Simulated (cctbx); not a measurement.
# Resonant diffraction in Na3Ti2P3S6O6

Space group R-3 (no. 148), a = 9.8020 Å, b = 9.8020 Å, c = 25.5380 Å, α = 90.00°, β = 90.00°, γ = 120.00°.

| atom | mult. | x | y | z | Ueq (Å²) |
| --- | --- | --- | --- | --- | --- |
| Ti1 | 6 | 0 | 0 | 0.1461 | 0.0191 |
| Ti2 | 6 | 1/3 | 2/3 | 0.0167 | 0.0207 |
| S1 | 18 | 0.6438 | 0.1357 | 0.1394 | 0.0186 |
| S2 | 18 | 0.4923 | 0.8862 | 0.0700 | 0.0178 |
| P1 | 18 | 0.6747 | 0.0506 | 0.0842 | 0.0280 |
| Na1 | 18 | 0.6442 | 0.0245 | 0.2770 | 0.0189 |
| O1 | 18 | 0.2080 | 0.0599 | 0.3009 | 0.0254 |
| O2 | 18 | 0.8107 | 0.9930 | 0.0902 | 0.0208 |

The model was made for the exercise: a known structure type with other elements put in, its volume estimated, not relaxed; displacement parameters are assumed.

Calculated with cctbx: free-atom f′ and f″ from the Sasaki tables, no fine structure; amplitudes in electrons.

| E (eV) | F 2 -1 3 | F 2 1 4 | F 1 1 3 | F 0 2 1 |
| --- | --- | --- | --- | --- |
| 4366 | 273.8 | 18.9 | 196.4 | 37.3 |
| 4716 | 274.3 | 24.0 | 196.7 | 37.4 |
| 4846 | 274.4 | 30.0 | 196.7 | 37.3 |
| 4906 | 274.6 | 36.5 | 196.7 | 37.3 |
| 4936 | 274.7 | 43.3 | 196.6 | 37.2 |
| 4951 | 274.8 | 49.8 | 196.5 | 37.1 |
| 4958 | 274.9 | 56.0 | 196.5 | 37.0 |
| 4962 | 275.0 | 62.4 | 196.4 | 37.0 |
| 4970 | 275.0 | 68.8 | 196.4 | 37.0 |
| 4974 | 274.9 | 60.5 | 196.5 | 37.1 |
| 4981 | 274.8 | 53.7 | 196.6 | 37.2 |
| 4996 | 274.7 | 46.9 | 196.7 | 37.3 |
| 5026 | 274.6 | 39.5 | 196.9 | 37.4 |
| 5116 | 274.4 | 30.6 | 197.0 | 37.6 |
| 5366 | 274.2 | 22.4 | 197.2 | 37.7 |

**Question.** Which edge is crossed, and why do the reflections move as they do?

The K edge of Ti. The edge is at 4966 eV. f′ of Ti falls from -3.5 e at 4846 eV to -7.1 e at 4 eV below it, and f″ steps from 0.44 to 4.00 e across it. Over that approach |F| changes by +0 % (2 -1 3), +108 % (2 1 4), -0 % (1 1 3) and -1 % (0 2 1): a reflection falls where Ti scatters in phase with the total and rises where it scatters against it; it hardly moves where the Ti term is small or cancels by symmetry. Above the edge the larger f″ enters the imaginary part, where it can add to or cancel the other atoms' f″. The structure is centrosymmetric, so Friedel mates stay equal.
